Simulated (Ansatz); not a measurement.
# Mg on W(110): change of the work function, part 3 of 4

How does Mg on the hollow site change the work function of W(110) as the layer fills?

Ansatz 0.2.0; plane-wave DFT, PBE, Ansatz PAW.

So far, work function, upper face (eV): step 2 (the clean slab) 4.84; step 3 (37 atoms, coverage 0.111 ML, cell 3x3) 3.68.

## 4. The covered slab, k-mesh 6×6×1, coverage 0.25 ML

System of this step: MgW16 (Mg/W(110)). The cell holds 17 atoms: 16 W and 1 Mg. Cell: a = 5.473 Å, b = 5.473 Å, c = 27.425 Å, α = 90.0°, β = 90.0°, γ = 70.5°. Vacuum lies along c.

Another coverage, to see how the dipoles act on each other as their distance changes.

input.yaml reads:

```yaml
crystal:
  lattice:
    - [4.468914857, -3.16, 0.0]
    - [4.468914857, 3.16, 0.0]
    - [0.0, 0.0, 27.4250111075]
  atoms:
    - { symbol: W, position: [0.0, 0.0, 0.3281675973] }
    - { symbol: W, position: [0.25, 0.25, 0.4096427668] }
    - { symbol: W, position: [0.0, 0.0, 0.4924990781] }
    - { symbol: W, position: [0.25, 0.25, 0.5724322775] }
    - { symbol: W, position: [0.0, 0.5, 0.3281675973] }
    - { symbol: W, position: [0.25, 0.75, 0.4096427668] }
    - { symbol: W, position: [0.0, 0.5, 0.4924990781] }
    - { symbol: W, position: [0.25, 0.75, 0.5724322775] }
    - { symbol: W, position: [0.5, 0.0, 0.3281675973] }
    - { symbol: W, position: [0.75, 0.25, 0.4096427668] }
    - { symbol: W, position: [0.5, 0.0, 0.4924990781] }
    - { symbol: W, position: [0.75, 0.25, 0.5724322775] }
    - { symbol: W, position: [0.5, 0.5, 0.3281675973] }
    - { symbol: W, position: [0.75, 0.75, 0.4096427668] }
    - { symbol: W, position: [0.5, 0.5, 0.4924990781] }
    - { symbol: W, position: [0.75, 0.75, 0.5724322775] }
    - { symbol: Mg, position: [0.42, 0.42, 0.6718324027] }
kpoints:
  mp_grid: { grid: [6, 6, 1] }
hamiltonian:
  xc: pbe
scf:
  occupations: { method: fermi_dirac, width: 0.1 }
  convergence: { dr2_threshold: 1.0e-08 }
efield:
  axis: 3
  dipole_correction: true
  ramp_position: 0.97
  ramp_width: 0.06
relax:
  f_tol: 0.02
  max_steps: 60
  constraints: [{ sites: [0, 1, 4, 5, 8, 9, 12, 13] }]
output:
  dos: { projected: true, e_range: [-8, 4] }
  write_potential: true
  write_density: true
  volumetric_format: npy
  elf: true
```

The run is started by

```sh
$ ansatz run input.yaml --threads 4 --pin off --max-ram 16384MiB --backend cpu --events-out ev --progress --plain --runs-dir out
```

Output:

```text
[...]
Crystal: 17 atoms, lattice volume = 774.579 Å³
Basis set: ecut = 420 eV, 15163 PW (Γ), exchange–correlation on 80×80×384 points (8 copies of the dense FFT grid, shifted against one another)
Bands: 141, of which v1, the nominal top of the filled ones, is band 117 counted from 1 (116 counted from 0)
Symmetry: 2 space group operations
[...]
k-points: 13 of 36 (time reversal used)
[...]
SCF iter   1: F=—  HF=-168070.225249 eV  |F-HF|=—  |Δ(HF+E_count)|=         —  Δρ=1.06e-2  dr2=2.75e1  ethr=1.77e-3  p=0.431 e·Å  D=1.01e-1 V/Å  ΔV_dip=-2.76 eV  dr2_dipole=1.61e1  V_vac-E_F(+/−)=2.54/5.30 eV  ⟨swp⟩=9.2  Hψ=9119  notcnv=0
[...]
SCF iter  11: F=-168069.659344 eV  HF=-168069.659344 eV  |F-HF|=4.42e-9  |Δ(HF+E_count)|=   3.14e-9  Δρ=3.45e-7  dr2=2.65e-9  ethr=4.27e-12  p=0.269 e·Å  D=6.28e-2 V/Å  ΔV_dip=-1.72 eV  dr2_dipole=5.40e-10  V_vac-E_F(+/−)=3.19/4.91 eV  ⟨swp⟩=11.8  Hψ=13615  notcnv=0
SCF 1 converged in 11 iterations: F = -168069.659344 eV  dr2 = 2.65e-9
[...]
relax step   1: F+E_penalty+E_count = -168069.65934381 eV  Δ(F+E_penalty+E_count) = +0.000e0 eV  max|allowed force component| = 1.037e0 eV/Å  Δτ_max = 0.0000 Å  (11 SCF iters, accepted)
[...]
SCF iter  10: F=-168069.831805 eV  HF=-168069.831805 eV  |F-HF|=5.15e-9  |Δ(HF+E_count)|=   1.29e-8  Δρ=3.77e-7  dr2=2.68e-9  ethr=4.27e-12  p=0.288 e·Å  D=6.72e-2 V/Å  ΔV_dip=-1.84 eV  dr2_dipole=1.29e-10  V_vac-E_F(+/−)=3.06/4.90 eV  ⟨swp⟩=12.7  Hψ=13897  notcnv=0
SCF 2 converged in 10 iterations: F = -168069.831805 eV  dr2 = 2.68e-9
relax step   2: F+E_penalty+E_count = -168069.83180521 eV  Δ(F+E_penalty+E_count) = -1.725e-1 eV  max|allowed force component| = 8.118e-1 eV/Å  Δτ_max = 0.1929 Å  (10 SCF iters, accepted)
SCF iter   1: F=—  HF=-168069.971627 eV  |F-HF|=—  |Δ(HF+E_count)|=         —  Δρ=2.83e-3  dr2=5.92e-1  ethr=6.18e-4  p=0.288 e·Å  D=6.72e-2 V/Å  ΔV_dip=-1.84 eV  dr2_dipole=1.54e-1  V_vac-E_F(+/−)=3.08/4.93 eV  ⟨swp⟩=6.6  Hψ=4946  notcnv=0
[...]
SCF iter  10: F=-168069.947907 eV  HF=-168069.947907 eV  |F-HF|=1.16e-9  |Δ(HF+E_count)|=   1.16e-8  Δρ=2.79e-7  dr2=1.54e-9  ethr=4.27e-12  p=0.295 e·Å  D=6.88e-2 V/Å  ΔV_dip=-1.89 eV  dr2_dipole=1.32e-11  V_vac-E_F(+/−)=3.01/4.89 eV  ⟨swp⟩=10.5  Hψ=12024  notcnv=0
SCF 3 converged in 10 iterations: F = -168069.947907 eV  dr2 = 1.54e-9
relax step   3: F+E_penalty+E_count = -168069.94790688 eV  Δ(F+E_penalty+E_count) = -1.161e-1 eV  max|allowed force component| = 2.228e-1 eV/Å  Δτ_max = 0.1990 Å  (10 SCF iters, accepted)
[...]
relax step   4: F+E_penalty+E_count = -168069.99200813 eV  Δ(F+E_penalty+E_count) = -4.410e-2 eV  max|allowed force component| = 1.824e-1 eV/Å  Δτ_max = 0.1948 Å  (10 SCF iters, accepted)
[...]
relax step   5: F+E_penalty+E_count = -168070.02138682 eV  Δ(F+E_penalty+E_count) = -2.938e-2 eV  max|allowed force component| = 8.776e-2 eV/Å  Δτ_max = 0.1950 Å  (9 SCF iters, accepted)
[...]
relax step   6: F+E_penalty+E_count = -168070.03205030 eV  Δ(F+E_penalty+E_count) = -1.066e-2 eV  max|allowed force component| = 2.603e-2 eV/Å  Δτ_max = 0.1842 Å  (9 SCF iters, accepted)
SCF iter   1: F=—  HF=-168070.031697 eV  |F-HF|=—  |Δ(HF+E_count)|=         —  Δρ=2.33e-4  dr2=1.81e-3  ethr=2.94e-6  p=0.290 e·Å  D=6.77e-2 V/Å  ΔV_dip=-1.86 eV  dr2_dipole=4.67e-4  V_vac-E_F(+/−)=3.03/4.89 eV  ⟨swp⟩=4.4  Hψ=4408  notcnv=0
[...]
SCF iter   8: F=-168070.032394 eV  HF=-168070.032394 eV  |F-HF|=6.11e-10  |Δ(HF+E_count)|=   2.02e-8  Δρ=2.29e-7  dr2=1.40e-9  ethr=4.27e-12  p=0.290 e·Å  D=6.77e-2 V/Å  ΔV_dip=-1.86 eV  dr2_dipole=2.62e-10  V_vac-E_F(+/−)=3.03/4.89 eV  ⟨swp⟩=11.0  Hψ=12382  notcnv=0
SCF 7 converged in 8 iterations: F = -168070.032394 eV  dr2 = 1.40e-9
relax step   7: F+E_penalty+E_count = -168070.03239415 eV  Δ(F+E_penalty+E_count) = -3.439e-4 eV  max|allowed force component| = 1.148e-2 eV/Å  Δτ_max = 0.0253 Å  (8 SCF iters, accepted)
[...]
SCF converged after 8 iterations
Free energy (F): -168070.032394 eV
[...]
Internal energy: -168069.631862 eV  (E = F + TS)
E sigma→0 (E₀):  -168069.832128 eV
Entropy (-TS):   -0.400533 eV (-23.561 meV/atom)
Fermi energy:    5.079860 eV
Dipole field:    D = 0.067715 V/Å  (p = 0.289862 e·Å, saw-weighted, corrected)
Work function:   Φ+ = 3.0316 eV   Φ− = 4.8887 eV
[...]
--- Forces (eV/Å), atoms counted from 1 ---
  atom   1  W     -0.00032773    -0.00000000     0.40361458
  atom   2  W     -0.02162052     0.00000000    -0.31760625
  atom   3  W      0.00353182     0.00000000    -0.00263944
  atom   4  W     -0.00238095     0.00000000    -0.00142075
  atom   5  W      0.00005655     0.00002266     0.34116741
  atom   6  W     -0.00053956    -0.02318401    -0.41584324
  atom   7  W     -0.00064700     0.00505712     0.00069963
  atom   8  W     -0.00036049     0.00068492    -0.00132854
  atom   9  W      0.00005655    -0.00002266     0.34116741
  atom  10  W     -0.00053956     0.02318401    -0.41584324
  atom  11  W     -0.00064700    -0.00505712     0.00069963
  atom  12  W     -0.00036049    -0.00068492    -0.00132854
  atom  13  W      0.00013643    -0.00000000     0.36870902
  atom  14  W      0.02091820     0.00000000    -0.31666587
  atom  15  W     -0.00809961    -0.00000000     0.00644527
  atom  16  W      0.00869639    -0.00000000     0.01148070
  atom  17  Mg     0.00212495    -0.00000000    -0.00130181
  max |Σ_I F_I| component: 5.96e-6 eV/Å
--- Band table (eV; the first three rows and the last of 13) ---
  k-point 0: bands = [... 113 lower, 5.5554, 5.6571, 5.6671, 5.8000, 5.9656, 6.1269, 6.1395, 6.2414, ... 20 higher]
  k-point 1: bands = [... 113 lower, 5.0490, 5.2598, 5.3462, 5.4477, 5.8761, 5.9905, 6.2075, 6.2817, ... 20 higher]
  k-point 2: bands = [... 113 lower, 4.4320, 4.6154, 4.8487, 5.0175, 5.2530, 5.4006, 5.6830, 5.8110, ... 20 higher]
  k-point 12: bands = [... 113 lower, 4.3330, 4.3334, 4.3841, 4.5542, 4.5763, 4.6710, 4.7092, 5.1387, ... 20 higher]
--- Relaxed structure (7 steps of the walk, 7 accepted, 0 SCFs on fresh bases) ---
  F+E_penalty+E_count = -168070.03239415 eV   max|allowed force component| = 1.148e-2 eV/Å
  atoms:
    - { symbol: W, position: [0.0, 0.0, 0.328168] }
    - { symbol: W, position: [0.25, 0.25, 0.4096427668] }
    - { symbol: W, position: [-4.634316e-5, -4.634316e-5, 0.491927] }
    - { symbol: W, position: [0.254146, 0.254146, 0.573914] }
    - { symbol: W, position: [2.775558e-17, 0.5, 0.328168] }
    - { symbol: W, position: [0.25, 0.75, 0.4096427668] }
    - { symbol: W, position: [3.097707e-5, 0.499921, 0.492248] }
    - { symbol: W, position: [0.244279, 0.755591, 0.572082] }
    - { symbol: W, position: [0.5, 2.775558e-17, 0.328168] }
    - { symbol: W, position: [0.75, 0.25, 0.4096427668] }
    - { symbol: W, position: [0.499921, 3.097707e-5, 0.492248] }
    - { symbol: W, position: [0.755591, 0.244279, 0.572082] }
    - { symbol: W, position: [0.5, 0.5, 0.328168] }
    - { symbol: W, position: [0.75, 0.75, 0.4096427668] }
    - { symbol: W, position: [0.500013, 0.500013, 0.492271] }
    - { symbol: W, position: [0.745653, 0.745653, 0.573849] }
    - { symbol: Mg, position: [0.499420, 0.499420, 0.655000] }
```

Run time: 3 min. Hardware: 4 threads of AMD EPYC 9R14 (Zen 4), shared host; peak memory 3.1 GiB.

The steps of the relaxation:

| step | energy less that of the first step (eV) | largest force component (eV/Å) |
| --- | --- | --- |
| 1 | 0.0000 | 1.0369 |
| 2 | -0.1725 | 0.8118 |
| 3 | -0.2886 | 0.2228 |
| 4 | -0.3327 | 0.1824 |
| 5 | -0.3620 | 0.0878 |
| 6 | -0.3727 | 0.0260 |
| 7 | -0.3730 | 0.0115 |

The run keeps the 2 symmetry operations that the program found, so distortions that break them were not tested.

The atoms that moved most (Å):

| atom | dx | dy | dz | length |
| --- | --- | --- | --- | --- |
| Mg17 | 0.710 | 0.000 | -0.462 | 0.847 |
| W4 | 0.037 | 0.000 | 0.041 | 0.055 |
| W16 | -0.039 | 0.000 | 0.039 | 0.055 |
| W8 | -0.001 | 0.036 | -0.010 | 0.037 |
| W12 | -0.001 | -0.036 | -0.010 | 0.037 |
| W3 | 0.000 | 0.000 | -0.016 | 0.016 |
| W11 | 0.000 | 0.000 | -0.007 | 0.007 |
| W7 | 0.000 | 0.000 | -0.007 | 0.007 |

The relaxed structure:

```xyz
17
Lattice="4.4689 -3.1600 0.0000 4.4689 3.1600 0.0000 0.0000 0.0000 27.4250" Properties=species:S:1:pos:R:3
W     0.0000    0.0000    9.0000
W     2.2345    0.0000   11.2345
W    -0.0004    0.0000   13.4911
W     2.2715    0.0000   15.7396
W     2.2345    1.5800    9.0000
W     4.4689    1.5800   11.2345
W     2.2342    1.5797   13.4999
W     4.4683    1.6157   15.6894
W     2.2345   -1.5800    9.0000
W     4.4689   -1.5800   11.2345
W     2.2342   -1.5797   13.4999
W     4.4683   -1.6157   15.6894
W     4.4689    0.0000    9.0000
W     6.7034    0.0000   11.2345
W     4.4690    0.0000   13.5005
W     6.6645    0.0000   15.7378
Mg    4.4637    0.0000   17.9634
```

Numbers from this step:

| Property | Result |
| --- | --- |
| energy at zero smearing | -168069.8321 eV |
| work function, upper face | 3.032 eV |
| work function, lower face | 4.889 eV |
| dipole along the normal | 0.2899 e·Å |
| step between the vacuum levels | -1.857 eV |

The density of states has structure finer than the step of the table below, so its rows give means over 0.5 eV. Peaks (eV: height): -4.54: 25.6, -3.31: 26.9, -3.10: 36.5, -2.83: 34.0, -2.65: 27.2, -2.53: 26.1, -1.47: 25.4.

Density of states against energy, zero at the Fermi level; means over each step:

| energy (eV) | density of states (states/eV a cell) |
| --- | --- |
| -7.5 | 1.75 |
| -7.0 | 2.22 |
| -6.5 | 2.26 |
| -6.0 | 6.16 |
| -5.5 | 9.96 |
| -5.0 | 11.5 |
| -4.5 | 17.9 |
| -4.0 | 11.6 |
| -3.5 | 11.7 |
| -3.0 | 24.3 |
| -2.5 | 21.1 |
| -2.0 | 20.6 |
| -1.5 | 20.4 |
| -1.0 | 13.0 |
| -0.5 | 13.1 |
| 0.0 | 12.5 |
| 0.5 | 13.3 |
| 1.0 | 17.0 |
| 1.5 | 20.0 |

Projected DOS per atom over height of the atomic layer and energy from the Fermi level. Layers: W4 W4 W4 W4 Mg from below.

Values in states/eV, 22 rows by 5 columns, each cell a mean:
```
1.09 1.23 1.20 1.06 0.20
1.08 1.07 1.03 1.08 0.39
1.09 0.67 0.61 0.95 0.39
0.95 0.49 0.50 0.85 0.33
0.82 0.43 0.43 0.96 0.33
1.02 0.44 0.51 0.93 0.29
1.19 0.39 0.47 1.08 0.14
1.64 0.87 0.86 1.45 0.17
1.47 1.07 1.11 1.46 0.20
1.31 1.15 1.15 1.46 0.44
1.37 1.53 1.43 1.30 0.33
0.76 1.43 1.47 1.02 0.40
0.53 0.58 0.59 0.63 0.09
0.75 0.84 0.81 0.74 0.05
0.88 1.26 1.21 0.91 0.07
0.48 0.92 0.92 0.49 0.07
0.39 0.83 0.84 0.41 0.05
0.28 0.49 0.49 0.30 0.04
0.11 0.22 0.21 0.13 0.01
0.11 0.17 0.16 0.12 0.01
0.09 0.16 0.15 0.10 0.01
0.03 0.09 0.09 0.03 0.00
```
Columns: height of the atomic layer (Å) from 9 to 18.0; rows upwards: energy from the Fermi level (eV) from -7.96 to 1.84.

ELF in the ca plane at fractional y = 0.499, with atoms of W and Mg within 0.2 Å of it. It is the smooth field of the valence electrons, not physical close to the nuclei.

Ten even steps from '0' (0.00) to '9' (0.86), each cell a mean:
```
55734544543664743544444432110000000000000000
77434433442377523443455543321100000000000000
43345444454334335444456666555431000000000000
43455444455444445444566765567764210000000000
44345444454334334444566521136887531000000000
77534433443477533444455123203898642100000000
45734544543664753444453143421799753100000000
23744544543741753444552242421799753100000000
77634533442577733444454134412899752100000000
55335433453255324444556311115898632000000000
43345444455433345444566643357876421000000000
43345444455433345444556666666543100000000000
55335433443356424444455555443210000000000000
77634533442577733443444432211000000000000000
23744544543741753544444321100000000000000000
```
Columns run along c (16.0 Å, from fractional 0.32 to 0.91 of the cell), rows up along a (5.5 Å). Atoms in or near the plane, at fractional coordinates: W at (0.33, 0.00), W at (0.49, 0.00), W at (0.33, 0.50), W at (0.49, 0.50), Mg at (0.66, 0.50).

Valence density in the ca plane at fractional y = 0.499, with atoms of W and Mg within 0.2 Å of it. It is the smooth field of the valence electrons, not physical close to the nuclei.

Ten steps, logarithmic in the rise over the least value, from '0' (0 e/Å³) to '9' (26 e/Å³), each cell a mean:
```
66531111112566642111110000000000000000000000
55421111112355421111110000000000000000000000
33211111111223211112111000000000000000000000
22111122111122111122111000000000000000000000
33211111111223211112111000000000000000000000
55421111112355421111111134200000000000000000
66531111112566642111111279720000000000000000
66531111112566642111111389730000000000000000
66521111112466531111111157510000000000000000
44311111111244321111111111100000000000000000
22111112111122211112111000000000000000000000
22111112111122211112111000000000000000000000
44321111111244321111110000000000000000000000
66521111112466531111110000000000000000000000
66531111113566642111110000000000000000000000
```
Columns run along c (16.0 Å, from fractional 0.32 to 0.91 of the cell), rows up along a (5.5 Å). Atoms in or near the plane, at fractional coordinates: W at (0.33, 0.00), W at (0.49, 0.00), W at (0.33, 0.50), W at (0.49, 0.50), Mg at (0.66, 0.50).

Electrostatic potential energy in the ca plane at fractional y = 0.499, with atoms of W and Mg within 0.2 Å of it. With pseudopotentials it is smooth inside the atoms' cores, unlike the true potential.

Values in eV, 8 rows by 16 columns, each cell a mean:
```
-47  -4   4   1 -42 -25   4   6   9   9   9   9   9   9   9   9
 -5   4   1   4  -4   0   3   4   8   7   8   8   9   9   9   9
-15   3   2   4 -13  -5   4   4   3  -4   5   8   8   9   9   9
-55  -6   4   0 -49 -32   5   6 -14 -43   1   8   8   9   9   9
-47  -4   4   1 -42 -25   5   5  -9 -33   2   8   8   9   9   9
 -5   4   1   4  -4   0   4   4   5   2   6   8   9   9   9   9
-15   3   2   4 -13  -5   4   4   8   8   8   8   9   9   9   9
-55  -6   4   0 -49 -32   5   6   9   9   9   9   9   9   9   9
```
Columns run along c (16.0 Å, from fractional 0.32 to 0.91 of the cell; values clipped at the 3rd and 97th percentile), rows up along a (5.5 Å). Atoms in or near the plane, at fractional coordinates: W at (0.33, 0.00), W at (0.49, 0.00), W at (0.33, 0.50), W at (0.49, 0.50), Mg at (0.66, 0.50).

The relaxation took 7 steps and lowered the energy by 0.37 eV; the largest force on the free atoms ends at 0.011 eV/Å.

By hand: a sheet of dipoles makes a step −p/(ε₀A) in the electron's potential. With e/ε₀ = 180.95 V·Å, p = 0.2899 e·Å and A = 28.24 Å², that is −180.95 × (0.2899) / 28.24 = -1.857 eV, and the two vacuum levels of the run differ by -1.857 eV.

The covered face has 3.03 eV, -1.81 eV against the clean one; the bare back face has moved by -0.01 eV, a measure of how thin the slab is.

## 5. The covered slab, k-mesh 6×6×1, coverage 0.5 ML

System of this step: MgW8 (Mg/W(110)). The cell holds 18 atoms: 16 W and 2 Mg. Its edges and angles: a = 5.473 Å, b = 5.473 Å, c = 27.425 Å, α = 90.0°, β = 90.0°, γ = 70.5°. Vacuum lies along c.

Another coverage, to see how the dipoles act on each other as their distance changes.

Changes to input.yaml since step 4:

```diff
@@ -23,2 +23,3 @@
     - { symbol: Mg, position: [0.42, 0.42, 0.6718324027] }
+    - { symbol: Mg, position: [0.92, 0.42, 0.6718324027] }
 kpoints:
```

Output:

```text
[...]
Crystal: 18 atoms, lattice volume = 774.579 Å³
Basis set: ecut = 420 eV, 15163 PW (Γ), exchange–correlation on 80×80×384 points (8 copies of the dense FFT grid, shifted against one another)
Bands: 147, of which v1, the nominal top of the filled ones, is band 122 counted from 1 (121 counted from 0)
Symmetry: 2 space group operations
[...]
- { symbol: W, position: [0.240354, 0.752401, 0.573009] }
[...]
- { symbol: W, position: [0.5, 0.5, 0.328168] }
    - { symbol: W, position: [0.75, 0.75, 0.4096427668] }
    - { symbol: W, position: [0.499739, 0.499512, 0.492135] }
    - { symbol: W, position: [0.740354, 0.752401, 0.573009] }
    - { symbol: Mg, position: [0.500191, 0.499875, 0.658593] }
    - { symbol: Mg, position: [1.000191, 0.499875, 0.658593] }
[key lines of the parts left out:]
SCF converged after 8 iterations
Free energy (F): -169994.159237 eV
Fermi energy:    5.149684 eV
Dipole field:    D = 0.045127 V/Å  (p = 0.193171 e·Å, saw-weighted, corrected)
Work function:   Φ+ = 3.6567 eV   Φ− = 4.8943 eV
```

The job ended after 4.7 min (4 threads; peak memory 3.7 GiB).

The steps of the relaxation:

| step | energy less that of the first step (eV) | largest force component (eV/Å) |
| --- | --- | --- |
| 1 | 0.0000 | 0.6403 |
| 2 | -0.2476 | 0.3119 |
| 3 | -0.3460 | 0.1611 |
| 4 | -0.3885 | 0.0720 |
| 5 | -0.4083 | 0.0529 |
| 6 | -0.4120 | 0.0525 |
| 7 | -0.4136 | 0.0196 |

Forces are held to the 2 operations that the program found; a distortion that breaks them can't arise in this run.

The atoms that moved most (Å):

| atom | dx | dy | dz | length |
| --- | --- | --- | --- | --- |
| Mg17 | 0.715 | -0.001 | -0.363 | 0.802 |
| Mg18 | 0.715 | -0.001 | -0.363 | 0.802 |
| W8 | -0.032 | 0.038 | 0.016 | 0.052 |
| W16 | -0.032 | 0.038 | 0.016 | 0.052 |
| W12 | 0.025 | -0.042 | 0.016 | 0.051 |
| W4 | 0.025 | -0.042 | 0.016 | 0.051 |
| W15 | -0.003 | -0.001 | -0.010 | 0.011 |
| W7 | -0.003 | -0.001 | -0.010 | 0.011 |

Final coordinates:

```
W Mg
1.0
     4.46891   -3.16000    0.00000
     4.46891    3.16000    0.00000
     0.00000    0.00000   27.42501
W Mg
16 2
Direct
  0.00000 0.00000 0.32817
  0.25000 0.25000 0.40964
  0.99974 0.99955 0.49229
  0.25943 0.24617 0.57302
  0.00000 0.50000 0.32817
  0.25000 0.75000 0.40964
  0.99974 0.49951 0.49213
  0.24035 0.75240 0.57301
  0.50000 0.00000 0.32817
  0.75000 0.25000 0.40964
  0.49974 0.99955 0.49229
  0.75943 0.24617 0.57302
  0.50000 0.50000 0.32817
  0.75000 0.75000 0.40964
  0.49974 0.49951 0.49213
  0.74035 0.75240 0.57301
  0.50019 0.49987 0.65859
  0.00019 0.49987 0.65859
```

(Part 3 of 4 ends here.)

[Long decimals in the printed logs are rounded to 6 places.]

[Logs are printed without paths, hosts, clocks, repeated set-up lines and the standing remarks that a program may print on its own settings, such as how far it seeks lower states.]

[Hosts, paths, dates, database ids (printed as entryN), source tags and the programs' standing remarks are cut or masked in the printed files.]

[Maps of the electrostatic potential energy from Ansatz leave out the sawtooth potential of an applied field or a dipole correction, so their vacuum need not be flat; planar profiles and work functions include it.]

[The density of states shown here was stored with 400 of the rows of the run's finer table, so its peaks can read low, often by over a quarter, or be missed, and its means over a window can be off by a tenth or more.]
